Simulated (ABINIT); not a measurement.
# A GW chain in ABINIT: Ca2FeH6 (Fm-3m)

Aim: the G0W0 gap of Ca2FeH6 (Fm-3m) on LDA, step by step.

Calculated with ABINIT 10.8.3; LDA and many-body steps on it, plane waves.

### 1. Set-up

It takes space group Fm-3m (No. 225, cubic). Conventional cell: a = 6.992 Å, b = 6.992 Å, c = 6.992 Å, α = 90.00°, β = 90.00°, γ = 90.00°. Ca has 12 H at 2.48 Å nearest. Fe has 6 H at 1.59 Å nearest. Nearest to H lie 1 Fe at 1.59 Å and 4 H at 2.25 Å and 4 Ca at 2.48 Å. Farther neighbours are not listed.

The cell and positions are those that the Materials Project relaxed with its own functionals (PBE, PBE+U or r2SCAN), kept fixed.

### 2. Ground state

This step: ABINIT 10.8.3; DFT, LDA, plane waves, norm-conserving pseudopotentials.

The ground-state density comes first.

run.abi

```
acell 3*1.0 Angstrom
rprim 
  0.000000000000 3.496077550000 3.496077550000
  3.496077550000 0.000000000000 3.496077550000
  3.496077550000 3.496077550000 0.000000000000
ntypat 3
znucl 20 26 1
natom 9
typat 1 1 2 3 3 3 3 3 3
xred 
  0.250000000000 0.250000000000 0.250000000000
  0.750000000000 0.750000000000 0.750000000000
  0.000000000000 0.000000000000 0.000000000000
  0.771967350000 0.228032650000 0.228032650000
  0.228032650000 0.771967350000 0.771967350000
  0.228032650000 0.771967350000 0.228032650000
  0.771967350000 0.228032650000 0.771967350000
  0.228032650000 0.228032650000 0.771967350000
  0.771967350000 0.771967350000 0.228032650000
pp_dirpath "pseudos"
pseudos "Ca.upf, Fe.upf, H.upf"
ecut 39
ngkpt 6 6 6
nshiftk 1
shiftk 0 0 0
kptopt 1
chksymbreak 0
nband 29
occopt 1
tolvrs 1e-10
nstep 60
prtwf 0
optforces 0
optstress 0
indata_prefix "in"
outdata_prefix "out"
tmpdata_prefix "tmp"
```

Started as:

```
> OMP_NUM_THREADS=1 mpirun -n 4 abinit run.abi > log
```

Numbers of over 12 decimals in the logs are rounded to 6 here.

Log:

```text
.Version 10.8.3 of ABINIT. v10.8.2 released Aug 2026.

 Symmetries : space group Fm -3 m (#225); Bravais cF (face-center cubic)
================================================================================
 Values of the parameters that define the memory need of the present run
     intxc =       0    ionmov =       0      iscf =       7    lmnmax =       6
     lnmax =       6     mgfft =      54  mpssoang =       3    mqgrid =    3001
     natom =       9  nloc_mem =       1    nspden =       1   nspinor =       1
    nsppol =       1      nsym =      48    n1xccc =    2501    ntypat =       3
    occopt =       1   xclevel =       1
-    mband =          29        mffmem =           1         mkmem =           4
       mpw =        6724          nfft =      157464          nkpt =          16
================================================================================
  Rough estimation (10% accuracy) of disk space for files :
================================================================================

--------------------------------------------------------------------------------
------------- Echo of variables that govern the present computation ------------
--------------------------------------------------------------------------------
 -outvars: echo values of preprocessed input variables --------
            acell      1.8897261259E+00  1.8897261259E+00  1.8897261259E+00 Bohr

      chksymbreak           0
             ecut      3.90000000E+01 Hartree
-          fftalg         312

              ixc       -1012
              kpt      0.00000000E+00  0.00000000E+00  0.00000000E+00
                       1.66666667E-01  0.00000000E+00  0.00000000E+00
                       3.33333333E-01  0.00000000E+00  0.00000000E+00
                       5.00000000E-01  0.00000000E+00  0.00000000E+00
                       1.66666667E-01  1.66666667E-01  0.00000000E+00
                       3.33333333E-01  1.66666667E-01  0.00000000E+00
                       5.00000000E-01  1.66666667E-01  0.00000000E+00
                      -3.33333333E-01  1.66666667E-01  0.00000000E+00
                      -1.66666667E-01  1.66666667E-01  0.00000000E+00
   [... 5 further rows ...]
                      -3.33333333E-01  3.33333333E-01  1.66666667E-01
                      -3.33333333E-01  5.00000000E-01  1.66666667E-01
         kptrlatt        6    0    0      0    6    0      0    0    6
          kptrlen      5.60591067E+01
P           mkmem           4
            natom           9
            nband          29
            ngfft          54      54      54
             nkpt          16
            nstep          60
             nsym          48
           ntypat           3
              occ      2.000000  2.000000  2.000000  2.000000  2.000000  2.000000
                       2.000000  2.000000  2.000000  2.000000  2.000000  2.000000
                       2.000000  2.000000  2.000000  2.000000  2.000000  2.000000
                       2.000000  2.000000  2.000000  0.000000  0.000000  0.000000
                       0.000000  0.000000  0.000000  0.000000  0.000000
        optforces           0
        optstress           0
            prtwf           0
            rprim      0.0000000000E+00  3.4960775500E+00  3.4960775500E+00
[...]
spgroup         225

           tolvrs      1.00000000E-10

             xred      2.5000000000E-01  2.5000000000E-01  2.5000000000E-01
[...]
znucl       20.00000   26.00000    1.00000

================================================================================

 chkinp: Checking input parameters for consistency.

================================================================================
== DATASET  1 ==================================================================
-   mpi_nproc: 4, omp_nthreads: 1 (-1 if OMP is not activated)

--- !DatasetInfo
iteration_state: {dtset: 1, }
dimensions: {natom: 9, nkpt: 16, mband: 29, nsppol: 1, nspinor: 1, nspden: 1, mpw: 6724, }
cutoff_energies: {ecut:  39.0, pawecutdg:  -1.0, }
electrons: {nelect:   4.20000000E+01, charge:   0.00000000E+00, occopt:   1.00000000E+00, tsmear:   1.00000000E-02, }

 Real(R)+Recip(G) space primitive vectors, cartesian coordinates (Bohr,Bohr^-1):
 R(1)=  0.0000000  6.6066291  6.6066291  G(1)= -0.0756816  0.0756816  0.0756816
 R(2)=  6.6066291  0.0000000  6.6066291  G(2)=  0.0756816 -0.0756816  0.0756816
 R(3)=  6.6066291  6.6066291  0.0000000  G(3)=  0.0756816  0.0756816 -0.0756816
 Unit cell volume ucvol=  5.7672632E+02 bohr^3
 Angles (23,13,12)=  6.00000000E+01  6.00000000E+01  6.00000000E+01 degrees

 getcut: wavevector=  0.0000  0.0000  0.0000  ngfft=  54  54  54
         ecut(hartree)=     39.000   => boxcut(ratio)=   2.05660

--- Pseudopotential description ------------------------------------------------
- Ca Generated using ONCVPSP code by D. R. Hamann
- 20.00000  10.00000  180309                  znucl, zion, pspdat
12 -1012 2 -1 1724                            pspcod,pspxc,lmax,lloc,mmax
     nproj     2     2     2
  pspatm : epsatm=   12.51424511
         --- l  ekb(1:nproj) -->
[...]
pspatm: atomic psp has been read  and splines computed

- Fe Generated using ONCVPSP code by D. R. Hamann
- 26.00000  16.00000  180309                  znucl, zion, pspdat
[...]
- H Generated using ONCVPSP code by D. R. Hamann
-  1.00000   1.00000  180309                  znucl, zion, pspdat
12 -1012 1 -1 1180                            pspcod,pspxc,lmax,lloc,mmax
     nproj     2     1     0
  pspatm : epsatm=    0.35439867
         --- l  ekb(1:nproj) -->
[...]
1   -0.275071
 pspatm: atomic psp has been read  and splines computed

   1.77660656E+03                                ecore*ucvol(ha*bohr**3)
--------------------------------------------------------------------------------

_setup2: Arith. and geom. avg. npw (full set) are    6707.625    6707.612

================================================================================

--- !BeginCycle
iteration_state: {dtset: 1, }
solver: {iscf: 7, nstep: 60, nline: 4, wfoptalg: 0, }
tolerances: {tolvrs: 1.00E-10, }

     iter   Etot(hartree)      deltaE(h)  residm     vres2
 ETOT  1  -205.80439538173    -2.058E+02 2.113E-01 3.717E+02
 ETOT  2  -204.91417344095     8.902E-01 2.425E-02 8.351E+03
 ETOT  3  -205.45902997819    -5.449E-01 1.275E-02 5.064E+03
 ETOT  4  -206.05951425546    -6.005E-01 1.498E-02 1.413E+03
 ETOT  5  -206.23753924549    -1.780E-01 2.377E-03 5.197E+01
 ETOT  6  -206.24372444349    -6.185E-03 7.336E-03 1.817E+01
 ETOT  7  -206.24611212145    -2.388E-03 9.198E-04 2.019E-02
 ETOT  8  -206.24611443050    -2.309E-06 1.920E-03 4.349E-03
 ETOT  9  -206.24611480899    -3.785E-07 1.078E-03 1.479E-03
 ETOT 10  -206.24611506499    -2.560E-07 1.619E-03 1.070E-05
 ETOT 11  -206.24611506732    -2.332E-09 7.629E-04 2.868E-07
 ETOT 12  -206.24611506737    -4.587E-11 9.240E-04 1.081E-08
 ETOT 13  -206.24611506739    -2.336E-11 3.728E-04 9.472E-10
 ETOT 14  -206.24611506739    -4.832E-13 4.192E-04 2.894E-10
 ETOT 15  -206.24611506739    -7.674E-13 1.803E-04 2.518E-12

 At SCF step   15       vres2   =  2.52E-12 < tolvrs=  1.00E-10 =>converged.

--- !ResultsGS
iteration_state: {dtset: 1, }
comment   : Summary of ground state results
lattice_vectors:
- [  0.0000000,   6.6066291,   6.6066291, ]
- [  6.6066291,   0.0000000,   6.6066291, ]
- [  6.6066291,   6.6066291,   0.0000000, ]
lattice_lengths: [   9.34318,    9.34318,    9.34318, ]
lattice_angles: [ 60.000,  60.000,  60.000, ] # degrees, (23, 13, 12)
lattice_volume:   5.7672632E+02
convergence: {deltae: -7.674E-13, res2:  2.518E-12, residm:  1.803E-04, diffor:  0.000E+00, }
etotal    :  -2.06246115E+02
entropy   :   0.00000000E+00
fermie    :   1.75970476E-01
cartesian_stress_tensor: null
pressure_GPa: null
xred      :
- [  2.5000E-01,   2.5000E-01,   2.5000E-01, Ca]
- [  7.5000E-01,   7.5000E-01,   7.5000E-01, Ca]
- [  0.0000E+00,   0.0000E+00,   0.0000E+00, Fe]
- [  7.7197E-01,   2.2803E-01,   2.2803E-01,  H]
- [  2.2803E-01,   7.7197E-01,   7.7197E-01,  H]
- [  2.2803E-01,   7.7197E-01,   2.2803E-01,  H]
- [  7.7197E-01,   2.2803E-01,   7.7197E-01,  H]
- [  2.2803E-01,   2.2803E-01,   7.7197E-01,  H]
- [  7.7197E-01,   7.7197E-01,   2.2803E-01,  H]
cartesian_forces: null
force_length_stats: {min: null, max: null, mean: null, }

 Integrated electronic density in atomic spheres:
 ------------------------------------------------
 Atom  Sphere_radius  Integrated_density
[...]
================================================================================

 ----iterations are completed or convergence reached----

 Mean square residual over all n,k,spin=   13.666E-07; max=  18.027E-05
 reduced coordinates (array xred) for    9 atoms
[...]
0.228032650000      0.771967350000      0.771967350000
       0.228032650000      0.771967350000      0.228032650000
       0.771967350000      0.228032650000      0.771967350000
       0.228032650000      0.228032650000      0.771967350000
       0.771967350000      0.771967350000      0.228032650000
 rms dE/dt=  0.0000E+00; max dE/dt=  0.0000E+00; dE/dt below (all hartree)
    1       0.000000000000      0.000000000000      0.000000000000
    2       0.000000000000      0.000000000000      0.000000000000
    3       0.000000000000      0.000000000000      0.000000000000
    4       0.000000000000      0.000000000000      0.000000000000
    5       0.000000000000      0.000000000000      0.000000000000
    6       0.000000000000      0.000000000000      0.000000000000
    7       0.000000000000      0.000000000000      0.000000000000
    8       0.000000000000      0.000000000000      0.000000000000
    9       0.000000000000      0.000000000000      0.000000000000

 cartesian coordinates (angstrom) at end:
    1      1.748039     1.748039     1.748039
[...]
5      5.397715     3.496078     3.496078
    6      3.496078     1.594440     3.496078
    7      3.496078     5.397715     3.496078
    8      3.496078     3.496078     1.594440
    9      3.496078     3.496078     5.397715
 length scales=  1.889726125908  1.889726125908  1.889726125908 bohr
              =  1.000000000000  1.000000000000  1.000000000000 angstroms
 prteigrs : about to open file out_EIG
 Fermi (or HOMO) energy (hartree) =   0.17597   Average Vxc (hartree)=  -0.37879
 Eigenvalues (hartree) for nkpt=  16  k points:
 kpt#   1, nband= 29, wtk=  0.00463, kpt=  0.0000  0.0000  0.0000 (reduced coord)
  -2.94252   -1.71077   -1.71077   -1.71077   -1.27156   -1.26909   -0.58631   -0.58631
  -0.58631   -0.57921   -0.57921   -0.57921   -0.10154    0.05071    0.05071    0.06687
   0.06687    0.06687    0.17331    0.17331    0.17331    0.27470    0.27470    0.34363
   0.40119    0.40119    0.40120    0.42628    0.42633
 prteigrs : prtvol=0 or 1, do not print more k-points.

--- !EnergyTerms
iteration_state     : {dtset: 1, }
comment             : Components of total free energy in Hartree
kinetic             :  8.69634979695714E+01
hartree             :  7.03848897437275E+01
xc                  : -3.42666099174876E+01
Ewald energy        : -1.12340003271455E+02
psp_core            :  3.08050196684968E+00
local_psp           : -2.18795017165240E+02
non_local_psp       : -1.27337439335866E+00
total_energy        : -2.06246115067393E+02
total_energy_eV     : -5.61224269883187E+03
band_energy         : -2.67376373641575E+01

== END DATASET(S) ==============================================================
================================================================================

 -outvars: echo values of variables after computation  --------
           etotal     -2.0624611507E+02
            nband          29
             nkpt          16
          spgroup         225
 [... the other variables as echoed above ...]

 Calculation completed.
```

The job ended after 44 s (4 MPI ranks of Arm Neoverse V2, shared host; peak memory 0.43 GiB).

Numbers from this step:

* total energy: -5612.2427 eV
* gap: 1.208 eV
* k of the valence top: -0.3333, 0.5, 0.1667
* k of the conduction bottom: 0.5, 0.5, 0
* least direct gap: 1.215 eV

The gap is indirect, with the least direct gap 0.007 eV higher.

[end of part 1 of 3]

[Paths, hosts, dates, memory and timing lines, banners, echoed tables and standing remarks are left out of the program output.]

[Logs are printed without paths, hosts, clocks, repeated set-up lines and the standing remarks that a program may print on its own settings, such as how far it seeks lower states.]

[Runs of the session that timed out or met a known fault of the program may be left out.]

[Hosts, paths, dates, database ids (printed as entryN), source tags and the programs' standing remarks are cut or masked in the printed files.]

[G0W0 gaps are taken among the corrected bands and points alone; a level outside them can change the order at an edge.]

[Where Ansatz stands beside ABINIT at settings called matched, ABINIT's density can come from a denser mesh and the files from another edition; pairs whose starting gaps differed by over 0.03 eV were left out, so agreement reads better than it is.]
